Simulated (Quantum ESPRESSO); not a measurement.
```json
{"subject": "Co: energy against a fixed spin moment", "lattice_ang": [[2.507, 0.0, 0.0], [-1.2535, 2.1711, 0.0], [0.0, 0.0, 4.07]], "atoms": [["Co", 0.3333, 0.6667, 0.25], ["Co", 0.6667, 0.3333, 0.75]], "method": "PBEsol; plane waves with GBRV 1.5 PBEsol potentials, no spin-orbit coupling (and 1 further level or step)", "program": "Quantum ESPRESSO 7.5", "settings_of_one_run": "GBRV 1.5 PBEsol, potential files Co: co_pbesol_v1.2.uspp.F.UPF, cutoff 544.23 eV, 18×18×10 k-mesh, 26 bands, fermi-dirac occupations, smearing width 0.05 eV, collinear spin, SCF threshold 4.00e-9, starting moments 2 2 μB", "cost": "13 runs, 4.5 min in all on 4 MPI ranks of Intel Xeon at 2.70GHz, shared host (the runs of this entry)", "notes": "The run is spin-polarised, with a total moment of 3.29 μB a cell (absolute 3.64). All runs start parallel; opposed orders may lie lower.", "results": {"moment_of_the_free_run": "3.29 μB a cell", "energy_at_zero_total_moment": "571 meV a cell over the lowest", "delta_e_delta_m2_from_the_lowest_point_to_3p67_and_to_2p86_mu_b": "319 and 376 meV/μB²"}}
```

[Logs and program files are shortened in this print: banners, set-up blocks, solver, clock and traceback lines can be left out without a mark of their own.]

[Logs are printed without paths, hosts, clocks, repeated set-up lines and the standing remarks that a program may print on its own settings, such as how far it seeks lower states.]

[Hosts, paths, dates, database ids (printed as entryN), source tags and the programs' standing remarks are cut or masked in the printed files.]

[Where a cell is said to come from a database of computed structures, the database is the Materials Project.]
